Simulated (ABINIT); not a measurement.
# Quasiparticle gap of SiC (F-43m) in ABINIT

Aim: the G0W0 gap of SiC (F-43m) on PBE, step by step.

Method: PBE and many-body steps on it, plane waves, in ABINIT 10.8.3.

**Experimental background.**

- Gap 2.4 eV: Tauc optical (indirect) gap of annealed polycrystalline 3C-SiC; UV-VIS spectroscopic ellipsometry, Tauc analysis; film (CVD ultrathin polycrystalline film, annealed, about 5 nm grains) (“On-Demand CMOS-Compatible Fabrication of Ultrathin Self-Aligned SiC Nanowire Arrays”, 2018, pmc:6267454).

- Gap 2.39 eV: band gap at cryogenic temperature; bulk crystal (literature value) (quoted in “Silicon carbide diodes for neutron detection”, 2020, arxiv:2009.14696).

## 1. Starting point

It takes space group F-43m (No. 216, cubic). Conventional cell: a = 4.358 Å, b = 4.358 Å, c = 4.358 Å, α = 90.00°, β = 90.00°, γ = 90.00°. Nearest to Si lie 4 C at 1.89 Å. C has 4 Si at 1.89 Å nearest. Farther neighbours, and contacts between anions beyond the nearest, are not listed.

The cell and positions come from the Crystallography Open Database and are kept as given unless a step says otherwise.

## 2. Ground state

This step: ABINIT 10.8.3; DFT, PBE, plane waves, norm-conserving pseudopotentials.

The ground-state density comes first.

run.abi reads:

```
acell 3*1.0 Angstrom
rprim 
  -0.000000000000 2.179000000000 2.179000000000
  2.179000000000 -0.000000000000 2.179000000000
  2.179000000000 2.179000000000 -0.000000000000
ntypat 2
znucl 14 6
natom 2
typat 1 2
xred 
  0.000000000000 0.000000000000 0.000000000000
  0.250000000000 0.250000000000 0.250000000000
pp_dirpath "pseudos"
pseudos "Si.upf, C.upf"
ecut 37
ngkpt 8 8 8
nshiftk 1
shiftk 0 0 0
kptopt 1
chksymbreak 0
nband 9
occopt 1
tolvrs 1e-10
nstep 60
prtwf 0
optforces 0
optstress 0
indata_prefix "in"
outdata_prefix "out"
tmpdata_prefix "tmp"
```

Launch:

```bash
OMP_NUM_THREADS=1 mpirun -n 8 abinit run.abi > log
```

Output:

```text
.Version 10.8.3 of ABINIT. v10.8.2 released Aug 2026.

 Symmetries : space group F-4 3 m (#216); Bravais cF (face-center cubic)
================================================================================
 Values of the parameters that define the memory need of the present run
     intxc =       0    ionmov =       0      iscf =       7    lmnmax =       6
     lnmax =       6     mgfft =      32  mpssoang =       3    mqgrid =    3001
     natom =       2  nloc_mem =       1    nspden =       1   nspinor =       1
    nsppol =       1      nsym =      24    n1xccc =    2501    ntypat =       2
    occopt =       1   xclevel =       2
-    mband =           9        mffmem =           1         mkmem =           4
       mpw =        1514          nfft =       32768          nkpt =          29
================================================================================
  Rough estimation (10% accuracy) of disk space for files :
================================================================================

--------------------------------------------------------------------------------
------------- Echo of variables that govern the present computation ------------
--------------------------------------------------------------------------------
 -outvars: echo values of preprocessed input variables --------
            acell      1.8897261259E+00  1.8897261259E+00  1.8897261259E+00 Bohr

      chksymbreak           0
             ecut      3.70000000E+01 Hartree
-          fftalg         312

              ixc     -101130
              kpt      0.00000000E+00  0.00000000E+00  0.00000000E+00
                       1.25000000E-01  0.00000000E+00  0.00000000E+00
                       2.50000000E-01  0.00000000E+00  0.00000000E+00
                       3.75000000E-01  0.00000000E+00  0.00000000E+00
                       5.00000000E-01  0.00000000E+00  0.00000000E+00
                       1.25000000E-01  1.25000000E-01  0.00000000E+00
                       2.50000000E-01  1.25000000E-01  0.00000000E+00
                       3.75000000E-01  1.25000000E-01  0.00000000E+00
                       5.00000000E-01  1.25000000E-01  0.00000000E+00
   [... 18 further rows ...]
                      -3.75000000E-01  5.00000000E-01  1.25000000E-01
                      -2.50000000E-01  5.00000000E-01  2.50000000E-01
         kptrlatt        8    0    0      0    8    0      0    0    8
          kptrlen      4.65866071E+01
P           mkmem           4
            natom           2
            nband           9
            ngfft          32      32      32
             nkpt          29
            nstep          60
             nsym          24
           ntypat           2
              occ      2.000000  2.000000  2.000000  2.000000  0.000000  0.000000
[...]
optforces           0
        optstress           0
            prtwf           0
            rprim     -0.0000000000E+00  2.1790000000E+00  2.1790000000E+00
[...]
spgroup         216

           tolvrs      1.00000000E-10

             xred      0.0000000000E+00  0.0000000000E+00  0.0000000000E+00
[...]
znucl       14.00000    6.00000

================================================================================

 chkinp: Checking input parameters for consistency.

================================================================================
== DATASET  1 ==================================================================
-   mpi_nproc: 8, omp_nthreads: 1 (-1 if OMP is not activated)

--- !DatasetInfo
iteration_state: {dtset: 1, }
dimensions: {natom: 2, nkpt: 29, mband: 9, nsppol: 1, nspinor: 1, nspden: 1, mpw: 1514, }
cutoff_energies: {ecut:  37.0, pawecutdg:  -1.0, }
electrons: {nelect:   8.00000000E+00, charge:   0.00000000E+00, occopt:   1.00000000E+00, tsmear:   1.00000000E-02, }

 Real(R)+Recip(G) space primitive vectors, cartesian coordinates (Bohr,Bohr^-1):
 R(1)=  0.0000000  4.1177132  4.1177132  G(1)= -0.1214266  0.1214266  0.1214266
 R(2)=  4.1177132  0.0000000  4.1177132  G(2)=  0.1214266 -0.1214266  0.1214266
 R(3)=  4.1177132  4.1177132  0.0000000  G(3)=  0.1214266  0.1214266 -0.1214266
 Unit cell volume ucvol=  1.3963629E+02 bohr^3
 Angles (23,13,12)=  6.00000000E+01  6.00000000E+01  6.00000000E+01 degrees

 getcut: wavevector=  0.0000  0.0000  0.0000  ngfft=  32  32  32
         ecut(hartree)=     37.000   => boxcut(ratio)=   2.00684

--- Pseudopotential description ------------------------------------------------
- Si Generated using ONCVPSP code by D. R. Hamann
- 14.00000   4.00000  171031                  znucl, zion, pspdat
12 -101130 2 -1 1510                          pspcod,pspxc,lmax,lloc,mmax
     nproj     2     2     2
  pspatm : epsatm=    9.34321561
         --- l  ekb(1:nproj) -->
[...]
pspatm: atomic psp has been read  and splines computed

- C Generated using ONCVPSP code by D. R. Hamann
-  6.00000   4.00000  171031                  znucl, zion, pspdat
12 -101130 1 -1 1248                          pspcod,pspxc,lmax,lloc,mmax
     nproj     2     2     0
  pspatm : epsatm=    4.31346680
         --- l  ekb(1:nproj) -->
[...]
1   -4.199961   -0.877517
 pspatm: atomic psp has been read  and splines computed

   1.09253459E+02                                ecore*ucvol(ha*bohr**3)
--------------------------------------------------------------------------------

_setup2: Arith. and geom. avg. npw (full set) are    1500.803    1500.779

================================================================================

--- !BeginCycle
iteration_state: {dtset: 1, }
solver: {iscf: 7, nstep: 60, nline: 4, wfoptalg: 0, }
tolerances: {tolvrs: 1.00E-10, }

     iter   Etot(hartree)      deltaE(h)  residm     vres2
 ETOT  1  -10.168910    -1.017E+01 1.492E-01 3.560E+02
 ETOT  2  -10.231492    -6.258E-02 4.611E-03 1.493E+02
 ETOT  3  -10.269768    -3.828E-02 1.428E-01 1.358E-01
 ETOT  4  -10.269787    -1.945E-05 4.462E-02 3.686E-03
 ETOT  5  -10.269787    -2.473E-07 7.191E-05 1.612E-04
 ETOT  6  -10.269787    -1.631E-08 1.202E-03 9.974E-07
 ETOT  7  -10.269787    -1.216E-10 5.882E-03 9.720E-09
 ETOT  8  -10.269787    -9.539E-13 2.099E-03 2.203E-10
 ETOT  9  -10.269787    -5.151E-14 3.861E-03 3.480E-12

 At SCF step    9       vres2   =  3.48E-12 < tolvrs=  1.00E-10 =>converged.

--- !ResultsGS
iteration_state: {dtset: 1, }
comment   : Summary of ground state results
lattice_vectors:
- [ -0.0000000,   4.1177132,   4.1177132, ]
- [  4.1177132,  -0.0000000,   4.1177132, ]
- [  4.1177132,   4.1177132,  -0.0000000, ]
lattice_lengths: [   5.82333,    5.82333,    5.82333, ]
lattice_angles: [ 60.000,  60.000,  60.000, ] # degrees, (23, 13, 12)
lattice_volume:   1.3963629E+02
convergence: {deltae: -5.151E-14, res2:  3.480E-12, residm:  3.861E-03, diffor:  0.000E+00, }
etotal    :  -1.02697872E+01
entropy   :   0.00000000E+00
fermie    :   2.51183540E-01
cartesian_stress_tensor: null
pressure_GPa: null
xred      :
- [  0.0000E+00,   0.0000E+00,   0.0000E+00, Si]
- [  2.5000E-01,   2.5000E-01,   2.5000E-01,  C]
cartesian_forces: null
force_length_stats: {min: null, max: null, mean: null, }

 Integrated electronic density in atomic spheres:
 ------------------------------------------------
 Atom  Sphere_radius  Integrated_density
    1        2.00000          1.92719290
    2        2.00000          4.23371404
================================================================================

 ----iterations are completed or convergence reached----

 Mean square residual over all n,k,spin=   14.795E-06; max=  38.608E-04
 reduced coordinates (array xred) for    2 atoms
       0.000000      0.000000      0.000000
       0.250000      0.250000      0.250000
 rms dE/dt=  0.0000E+00; max dE/dt=  0.0000E+00; dE/dt below (all hartree)
    1       0.000000      0.000000      0.000000
    2       0.000000      0.000000      0.000000

 cartesian coordinates (angstrom) at end:
    1      0.000000     0.000000     0.000000
    2      1.089500     1.089500     1.089500
 length scales=  1.889726  1.889726  1.889726 bohr
              =  1.000000  1.000000  1.000000 angstroms
 prteigrs : about to open file out_EIG
 Fermi (or HOMO) energy (hartree) =   0.25118   Average Vxc (hartree)=  -0.41495
 Eigenvalues (hartree) for nkpt=  29  k points:
 kpt#   1, nband=  9, wtk=  0.00195, kpt=  0.0000  0.0000  0.0000 (reduced coord)
  -0.31511    0.25118    0.25118    0.25118    0.47989    0.51987    0.51987    0.51987
   0.78510
 prteigrs : prtvol=0 or 1, do not print more k-points.

--- !EnergyTerms
iteration_state     : {dtset: 1, }
comment             : Components of total free energy in Hartree
kinetic             :  5.890328E+00
hartree             :  1.167001E+00
xc                  : -3.778985E+00
Ewald energy        : -1.046561E+01
psp_core            :  7.824145E-01
local_psp           : -4.125592E+00
non_local_psp       :  2.606568E-01
total_energy        : -1.026979E+01
total_energy_eV     : -2.794551E+02
band_energy         :  2.755668E-01

== END DATASET(S) ==============================================================
================================================================================

 -outvars: echo values of variables after computation  --------
           etotal     -1.0269787227E+01
            nband           9
             nkpt          29
          spgroup         216
 [... the other variables as echoed above ...]

 Calculation completed.
```

Run time: 2.8 s. Hardware: 8 MPI ranks of Arm Neoverse V2, shared host; peak memory 0.07 GiB; 21 s of CPU time.

Read from the output:

```
total energy               : -279.4551 eV
gap                        : 1.361 eV
k of the valence top       : 0, 0, 0
k of the conduction bottom : 0.5, 0.5, 0
least direct gap           : 4.553 eV
```

The gap is indirect, with the least direct gap 3.19 eV higher.

(Continued in part 2 of 3.)

[Long decimals in the printed logs are rounded to 6 places.]

[Logs are printed without paths, hosts, clocks, repeated set-up lines and the standing remarks that a program may print on its own settings, such as how far it seeks lower states.]

[Paths, hosts, dates, memory and timing lines, banners, echoed tables and standing remarks are left out of the program output; an Ansatz launch command may be rebuilt from the run's recorded settings. Measured values are a selection of at most five: reports struck by readers or far from the other reports are left out. None is set beside runs whose start may be inverted or whose files or cutoffs have a known fault.]

[Runs of the session that timed out or met a known fault of the program may be left out.]

[Hosts, paths, dates, database ids (printed as entryN), source tags and the programs' standing remarks are cut or masked in the printed files.]

[G0W0 gaps are taken among the corrected bands and points alone; a level outside them can change the order at an edge.]

[Where Ansatz stands beside ABINIT at settings called matched, ABINIT's density can come from a denser mesh and the files from another edition; pairs whose starting gaps differed by over 0.03 eV were left out, so agreement reads better than it is.]
